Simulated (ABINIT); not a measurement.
**Quasiparticle gap of Ga2O3 (R-3c) in ABINIT**

Aim: the G0W0 gap of Ga2O3 (R-3c) on PBE, step by step.

Program: ABINIT 10.8.3. Level of theory: PBE and many-body steps on it, plane waves. Results are calculated unless marked as measured.

**The experiments to reproduce.**

- Gap 5.2 eV: optical gap from Tauc plot assuming direct gap; largest value, film grown at 250 C; UV-vis transmittance/reflectance, Tauc plot; film on c-plane sapphire (“Low temperature growth and optical properties of alpha-Ga2O3 deposited on sapphire by plasma enhanced atomic layer deposition”, 2019, arxiv:1908.06914).

- Gap 5.3 eV: direct optical gap from Tauc plot, upper end of the 5.1-5.3 eV range over the samples; UV-visible transmission; film (mist-CVD epitaxial films grown with different carrier gases) on Al2O3 (0001) (“Influence of Carrier Gases on the Quality of Epitaxial Corundum-Structured α-Ga2O3 Films Grown by Mist Chemical Vapor Deposition Method”, 2019, pmc:6888560).

- Gap 5.62 ± 0.02 eV: lowest direct band-to-band transition E0, E parallel to c (M1-type CP); abstract instead prints 5.44 eV, which Table III gives as the exciton energy; generalized spectroscopic ellipsometry, critical-point model; 300 K; film (51.8 nm PAMBE film, fully lattice-relaxed) on m-plane Al2O3 (“Anisotropic dielectric functions, band-to-band transitions, and critical points in alpha-Ga2O3”, 2021, arxiv:2101.06595).

- Gap 5.04 eV: direct optical gap from Tauc plot; UV-vis transmittance, Tauc plot; film on Al2O3 (“Ti Alloyed α-Ga2O3: Route towards Wide Band Gap Engineering”, 2020, pmc:7766553).

- Gap 5.15 eV: optical gap from Tauc plot assuming direct gap; lower end of the 5.15-5.20 eV range for alpha-phase films; UV-vis transmittance/reflectance, Tauc plot; film on c-plane sapphire (“Low temperature growth and optical properties of alpha-Ga2O3 deposited on sapphire by plasma enhanced atomic layer deposition”, 2019, arxiv:1908.06914).

This is a selection; 1 further report is not listed.

## Step 1: The structure

It takes space group R-3c (No. 167, trigonal). Conventional cell: a = 4.997 Å, b = 4.997 Å, c = 13.451 Å, α = 90.00°, β = 90.00°, γ = 120.00°. Nearest to Ga lie 6 O at 1.93 to 2.08 Å. Nearest to O lie 4 Ga at 1.93 to 2.08 Å. Farther neighbours and most contacts between anions are not listed.

The cell and positions are those that the Materials Project relaxed with its own functionals (PBE, PBE+U or r2SCAN), kept fixed. This is not the form that Ga2O3 usually takes at ambient conditions.

## Step 2: Ground state

This step: ABINIT 10.8.3; DFT, PBE, plane waves, norm-conserving pseudopotentials.

The ground-state density comes first.

run.abi

```
acell 3*1.0 Angstrom
rprim 
  2.498699193881 1.442624652211 4.483549768500
  -2.498699193881 1.442624652211 4.483549768500
  0.000000000000 -2.885249304422 4.483549768500
ntypat 2
znucl 31 8
natom 10
typat 1 1 1 1 2 2 2 2 2 2
xred 
  0.855585580000 0.855585580000 0.855585580000
  0.644414420000 0.644414420000 0.644414420000
  0.144414420000 0.144414420000 0.144414420000
  0.355585580000 0.355585580000 0.355585580000
  0.750000000000 0.446832820000 0.053167180000
  0.446832820000 0.053167180000 0.750000000000
  0.053167180000 0.750000000000 0.446832820000
  0.250000000000 0.553167180000 0.946832820000
  0.946832820000 0.250000000000 0.553167180000
  0.553167180000 0.946832820000 0.250000000000
pp_dirpath "pseudos"
pseudos "Ga.upf, O.upf"
ecut 45
ngkpt 4 4 4
nshiftk 1
shiftk 0 0 0
kptopt 1
chksymbreak 0
nband 69
occopt 1
tolvrs 1e-08
nstep 60
prtwf 0
optforces 0
optstress 0
indata_prefix "in"
outdata_prefix "out"
tmpdata_prefix "tmp"
```

Started as:

```console
OMP_NUM_THREADS=1 mpirun -n 8 abinit run.abi > log
```

Numbers of over 12 decimals in the logs are rounded to 6 here.

The log of the run:

```text
.Version 10.8.3 of ABINIT. v10.8.2 released Aug 2026.

 Symmetries : space group R-3 c (#167); Bravais hR (rhombohedral)
================================================================================
 Values of the parameters that define the memory need of the present run
     intxc =       0    ionmov =       0      iscf =       7    lmnmax =       6
     lnmax =       6     mgfft =      64  mpssoang =       3    mqgrid =    3001
     natom =      10  nloc_mem =       1    nspden =       1   nspinor =       1
    nsppol =       1      nsym =      12    n1xccc =    2501    ntypat =       2
    occopt =       1   xclevel =       2
-    mband =          69        mffmem =           1         mkmem =           2
       mpw =        9445          nfft =      262144          nkpt =          13
================================================================================
  Rough estimation (10% accuracy) of disk space for files :
================================================================================

--------------------------------------------------------------------------------
------------- Echo of variables that govern the present computation ------------
--------------------------------------------------------------------------------
 -outvars: echo values of preprocessed input variables --------
            acell      1.8897261259E+00  1.8897261259E+00  1.8897261259E+00 Bohr

      chksymbreak           0
             ecut      4.50000000E+01 Hartree
-          fftalg         312

              ixc     -101130
              kpt      0.00000000E+00  0.00000000E+00  0.00000000E+00
                       2.50000000E-01  0.00000000E+00  0.00000000E+00
                       5.00000000E-01  0.00000000E+00  0.00000000E+00
                       2.50000000E-01  2.50000000E-01  0.00000000E+00
                       5.00000000E-01  2.50000000E-01  0.00000000E+00
                      -2.50000000E-01  2.50000000E-01  0.00000000E+00
                       5.00000000E-01  5.00000000E-01  0.00000000E+00
                       2.50000000E-01  2.50000000E-01  2.50000000E-01
                       5.00000000E-01  2.50000000E-01  2.50000000E-01
                      -2.50000000E-01  2.50000000E-01  2.50000000E-01
                       5.00000000E-01  5.00000000E-01  2.50000000E-01
[...]
kptrlatt        4    0    0      0    4    0      0    0    4
          kptrlen      3.77748572E+01
P           mkmem           2
            natom          10
            nband          69
            ngfft          64      64      64
             nkpt          13
            nstep          60
             nsym          12
           ntypat           2
              occ      2.000000  2.000000  2.000000  2.000000  2.000000  2.000000
                       2.000000  2.000000  2.000000  2.000000  2.000000  2.000000
                       2.000000  2.000000  2.000000  2.000000  2.000000  2.000000
                       2.000000  2.000000  2.000000  2.000000  2.000000  2.000000
                       2.000000  2.000000  2.000000  2.000000  2.000000  2.000000
                       2.000000  2.000000  2.000000  2.000000  2.000000  2.000000
                       2.000000  2.000000  2.000000  2.000000  2.000000  2.000000
                       2.000000  2.000000  2.000000  2.000000  2.000000  2.000000
                       2.000000  2.000000  2.000000  2.000000  2.000000  2.000000
                       2.000000  2.000000  2.000000  2.000000  2.000000  2.000000
                       0.000000  0.000000  0.000000  0.000000  0.000000  0.000000
[...]
optforces           0
        optstress           0
            prtwf           0
            rprim      2.4986991939E+00  1.4426246522E+00  4.4835497685E+00
[...]
spgroup         167

           tolvrs      1.00000000E-08

             xred      8.5558558000E-01  8.5558558000E-01  8.5558558000E-01
[...]
znucl       31.00000    8.00000

================================================================================

 chkinp: Checking input parameters for consistency.

================================================================================
== DATASET  1 ==================================================================
-   mpi_nproc: 8, omp_nthreads: 1 (-1 if OMP is not activated)
-    --> not optimal distribution: autoparal keyword recommended in input file <--

--- !DatasetInfo
iteration_state: {dtset: 1, }
dimensions: {natom: 10, nkpt: 13, mband: 69, nsppol: 1, nspinor: 1, nspden: 1, mpw: 9445, }
cutoff_energies: {ecut:  45.0, pawecutdg:  -1.0, }
electrons: {nelect:   1.20000000E+02, charge:   0.00000000E+00, occopt:   1.00000000E+00, tsmear:   1.00000000E-02, }

 Real(R)+Recip(G) space primitive vectors, cartesian coordinates (Bohr,Bohr^-1):
 R(1)=  4.7218571  2.7261655  8.4726811  G(1)=  0.1058905  0.0611359  0.0393421
 R(2)= -4.7218571  2.7261655  8.4726811  G(2)= -0.1058905  0.0611359  0.0393421
 R(3)=  0.0000000 -5.4523310  8.4726811  G(3)=  0.0000000 -0.1222719  0.0393421
 Unit cell volume ucvol=  6.5439078E+02 bohr^3
 Angles (23,13,12)=  5.58935053E+01  5.58935053E+01  5.58935053E+01 degrees

 getcut: wavevector=  0.0000  0.0000  0.0000  ngfft=  64  64  64
         ecut(hartree)=     45.000   => boxcut(ratio)=   2.10352

[...]
2   -1.331955
 pspatm: atomic psp has been read  and splines computed

   1.49327161E+04                                ecore*ucvol(ha*bohr**3)
--------------------------------------------------------------------------------

_setup2: Arith. and geom. avg. npw (full set) are    9435.203    9435.198

================================================================================

--- !BeginCycle
iteration_state: {dtset: 1, }
solver: {iscf: 7, nstep: 60, nline: 4, wfoptalg: 0, }
tolerances: {tolvrs: 1.00E-08, }

     iter   Etot(hartree)      deltaE(h)  residm     vres2
 ETOT  1  -1085.9762733929    -1.086E+03 6.621E-01 9.391E+03
 ETOT  2  -1090.2692442903    -4.293E+00 3.297E-02 1.651E+04
 ETOT  3  -1092.8437170267    -2.574E+00 2.454E-02 5.151E+02
 ETOT  4  -1092.8754111003    -3.169E-02 3.178E-02 3.301E+02
 ETOT  5  -1092.9011962471    -2.579E-02 2.295E-03 7.688E+01
 ETOT  6  -1092.9107240313    -9.528E-03 1.638E-03 1.525E+00
 ETOT  7  -1092.9108547547    -1.307E-04 6.088E-04 4.595E-01
 ETOT  8  -1092.9109134790    -5.872E-05 8.460E-04 1.724E-03
 ETOT  9  -1092.9109137587    -2.797E-07 3.513E-04 1.887E-05
 ETOT 10  -1092.9109137621    -3.358E-09 4.279E-04 3.038E-07
 ETOT 11  -1092.9109137621    -6.821E-11 1.821E-04 4.927E-09

 At SCF step   11       vres2   =  4.93E-09 < tolvrs=  1.00E-08 =>converged.

--- !ResultsGS
iteration_state: {dtset: 1, }
comment   : Summary of ground state results
lattice_vectors:
- [  4.7218571,   2.7261655,   8.4726811, ]
- [ -4.7218571,   2.7261655,   8.4726811, ]
- [  0.0000000,  -5.4523310,   8.4726811, ]
lattice_lengths: [  10.07543,   10.07543,   10.07543, ]
lattice_angles: [ 55.894,  55.894,  55.894, ] # degrees, (23, 13, 12)
lattice_volume:   6.5439078E+02
convergence: {deltae: -6.821E-11, res2:  4.927E-09, residm:  1.821E-04, diffor:  0.000E+00, }
etotal    :  -1.09291091E+03
entropy   :   0.00000000E+00
fermie    :   2.13395308E-01
cartesian_stress_tensor: null
pressure_GPa: null
xred      :
- [  8.5559E-01,   8.5559E-01,   8.5559E-01, Ga]
- [  6.4441E-01,   6.4441E-01,   6.4441E-01, Ga]
- [  1.4441E-01,   1.4441E-01,   1.4441E-01, Ga]
- [  3.5559E-01,   3.5559E-01,   3.5559E-01, Ga]
- [  7.5000E-01,   4.4683E-01,   5.3167E-02,  O]
- [  4.4683E-01,   5.3167E-02,   7.5000E-01,  O]
- [  5.3167E-02,   7.5000E-01,   4.4683E-01,  O]
- [  2.5000E-01,   5.5317E-01,   9.4683E-01,  O]
- [  9.4683E-01,   2.5000E-01,   5.5317E-01,  O]
- [  5.5317E-01,   9.4683E-01,   2.5000E-01,  O]
cartesian_forces: null
force_length_stats: {min: null, max: null, mean: null, }

 Integrated electronic density in atomic spheres:
 ------------------------------------------------
 Atom  Sphere_radius  Integrated_density
[...]
================================================================================

 ----iterations are completed or convergence reached----

 Mean square residual over all n,k,spin=   40.825E-08; max=  18.206E-05
 reduced coordinates (array xred) for   10 atoms
[...]
0.446832820000      0.053167180000      0.750000000000
       0.053167180000      0.750000000000      0.446832820000
       0.250000000000      0.553167180000      0.946832820000
       0.946832820000      0.250000000000      0.553167180000
       0.553167180000      0.946832820000      0.250000000000
 rms dE/dt=  0.0000E+00; max dE/dt=  0.0000E+00; dE/dt below (all hartree)
    1       0.000000000000      0.000000000000      0.000000000000
    2       0.000000000000      0.000000000000      0.000000000000
    3       0.000000000000      0.000000000000      0.000000000000
    4       0.000000000000      0.000000000000      0.000000000000
    5       0.000000000000      0.000000000000      0.000000000000
    6       0.000000000000      0.000000000000      0.000000000000
    7       0.000000000000      0.000000000000      0.000000000000
    8       0.000000000000      0.000000000000      0.000000000000
    9       0.000000000000      0.000000000000      0.000000000000
   10       0.000000000000      0.000000000000      0.000000000000

 cartesian coordinates (angstrom) at end:
[...]
6      0.983652    -1.442625     5.604437
    7     -1.741176    -0.130555     5.604437
    8     -0.757524    -1.573180     7.846212
    9      1.741176     0.130555     7.846212
   10     -0.983652     1.442625     7.846212
 length scales=  1.889726125908  1.889726125908  1.889726125908 bohr
              =  1.000000000000  1.000000000000  1.000000000000 angstroms
 prteigrs : about to open file out_EIG
 Fermi (or HOMO) energy (hartree) =   0.21340   Average Vxc (hartree)=  -0.44931
 Eigenvalues (hartree) for nkpt=  13  k points:
 kpt#   1, nband= 69, wtk=  0.01563, kpt=  0.0000  0.0000  0.0000 (reduced coord)
  -4.98583   -4.98583   -4.98583   -4.98582   -3.17356   -3.17356   -3.17354   -3.17340
  -3.17273   -3.17273   -3.17271   -3.17271   -3.17260   -3.17260   -3.17260   -3.17260
  -0.48012   -0.40802   -0.40802   -0.40603   -0.40556   -0.40556   -0.25594   -0.25594
  -0.25273   -0.25273   -0.25025   -0.24926   -0.24782   -0.24782   -0.24618   -0.24618
  -0.24434   -0.24434   -0.24181   -0.24181   -0.24175   -0.24158   -0.23220   -0.23220
  -0.20982   -0.20982   -0.04893   -0.02394    0.02261    0.02261    0.05977    0.07053
   0.08382    0.08382    0.09496    0.17761    0.17761    0.19533    0.19533    0.20292
   0.20310    0.20310    0.20569    0.20569    0.31838    0.46001    0.46610    0.54100
   0.58939    0.58939    0.59258    0.61808    0.62581
 prteigrs : prtvol=0 or 1, do not print more k-points.

--- !EnergyTerms
iteration_state     : {dtset: 1, }
comment             : Components of total free energy in Hartree
kinetic             :  5.51360939736138E+02
hartree             :  4.08394109945229E+02
xc                  : -1.29158394276826E+02
Ewald energy        : -5.95982657166164E+02
psp_core            :  2.28192641697130E+01
local_psp           : -1.09592912371506E+03
non_local_psp       : -2.54415052455155E+02
total_energy        : -1.09291091376212E+03
total_energy_eV     : -2.97396210068292E+04
band_energy         : -1.26579496363221E+02

== END DATASET(S) ==============================================================
================================================================================

 -outvars: echo values of variables after computation  --------
           etotal     -1.0929109138E+03
            nband          69
             nkpt          13
          spgroup         167
 [... the other variables as echoed above ...]

 Calculation completed.
```

It took 67 s on 8 MPI ranks of Arm Neoverse V2, shared host; peak memory 1.1 GiB; 9 min of CPU time.

Numbers from this step:

```yaml
total_energy: -29739.6210 eV
gap: 2.857 eV
k_of_the_valence_top: 0.25, 0, 0
k_of_the_conduction_bottom: 0, 0, 0
least_direct_gap: 3.066 eV
```

The gap is indirect, with the least direct gap 0.21 eV higher.

[end of part 1 of 3]

[Paths, hosts, dates, memory and timing lines, banners, echoed tables and standing remarks are left out of the program output.]

[Logs are printed without paths, hosts, clocks, repeated set-up lines and the standing remarks that a program may print on its own settings, such as how far it seeks lower states.]

[Runs of the session that timed out or met a known fault of the program may be left out.]

[Hosts, paths, dates, database ids (printed as entryN), source tags and the programs' standing remarks are cut or masked in the printed files.]

[G0W0 gaps are taken among the corrected bands and points alone; a level outside them can change the order at an edge.]

[Where Ansatz stands beside ABINIT at settings called matched, ABINIT's density can come from a denser mesh and the files from another edition; pairs whose starting gaps differed by over 0.03 eV were left out, so agreement reads better than it is.]
